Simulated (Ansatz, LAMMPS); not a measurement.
# Static equation of state of amorphous 75SiO2-25GeO2 (mol %) (96 atoms)

Density of this cell: 2.67 g/cm³. The cell holds 96 atoms: 24 Si, 8 Ge and 64 O. Its edges and angles: a = 10.855 Å, b = 11.335 Å, c = 11.540 Å, α = 91.1°, β = 88.2°, γ = 90.0°. The starting structure: 96 atoms (24 Si, 8 Ge, 64 O) placed at random at 2.58 g/cm³, melted at 5000 K for 10 ps at fixed volume with the Morse and Coulomb pair potential with partial charges (Pedone, Malavasi, Menziani, Cormack and Segre, J. Phys. Chem. B 110, 11780 (2006)). Quenched from 5000 K to 300 K at 50 K/ps and fixed volume, held 5 ps, then minimised at fixed cell.

Calculated with Ansatz 0.2.0: Kohn-Sham DFT, PBE, PAW (set soft_2), plane waves; cutoff 420 eV, Γ point, gaussian smearing of 0.05 eV. Cell and atoms were relaxed first, to V0 = 14.781 Å³ an atom at a residual P0 = -0.012 GPa. The cell was then scaled evenly, and the atoms were relaxed at each volume.

| volume (Å³/atom) | pressure (GPa) |
| --- | --- |
| 13.303 | 4.884 |
| 13.894 | ? |
| 14.337 | 1.457 |
| 15.224 | -1.485 |
| 15.667 | -2.958 |

**Question.** Fit the third-order Birch–Murnaghan equation to the rows given and interpolate to the withheld row.

**Working.**

Take the Eulerian strain f = ½[(V0/V)^(2/3) − 1] and the normalised pressure F = (P − P0) / [3f(1 + 2f)^(5/2)]. The third-order Birch–Murnaghan equation is then the line F = B0 + (3/2)B0(B′ − 4) f, so u = f and v = F.

| u = f | v = F (GPa) |
| --- | --- |
| 0.0363829 | 37.6344 |
| 0.0102571 | 45.3834 |
| -0.00975665 | 52.8605 |
| -0.0190504 | 56.8054 |

With n = 4: mean u = 0.00445825, mean v = 48.1709, Σ(u − ū)² = 0.0018075, Σ(u − ū)(v − v̄) = -0.62219. Slope b = -0.62219 / 0.0018075 = -344.22; intercept a = v̄ − b ū = 49.706.

So B0 = a = 49.7 GPa and B′ = 4 + 2b/(3a) = -0.617. At the withheld volume f = 0.02106, F = a + b f = 42.46 GPa, and P = P0 + 3f(1 + 2f)^(5/2) F.

Prediction at 13.894: 2.961 GPa. The run gave 2.907 GPa, so the fit is high by 0.055 GPa (1.9 % of the value).

Among the rows given, the largest miss of the fit is at 13.303, by 0.059 GPa (0.75 % of the range of the table).

Limits: Static cells at zero temperature; the cell shape is held. The program notes that the SCF threshold of these relaxations is loose for the stress. The quench rate of 50 K/ps is many orders above laboratory rates, so the cell is likely richer in defects and strain than a real sample. The network of bonds at the start is that of the classical potential that made the cell, and needn't be the one that DFT or experiment would give. Only the Γ point is sampled, in a cell whose shortest periodic width is 11 Å.

[Hosts, paths, dates, database ids (printed as entryN), source tags and the programs' standing remarks are cut or masked in the printed files.]
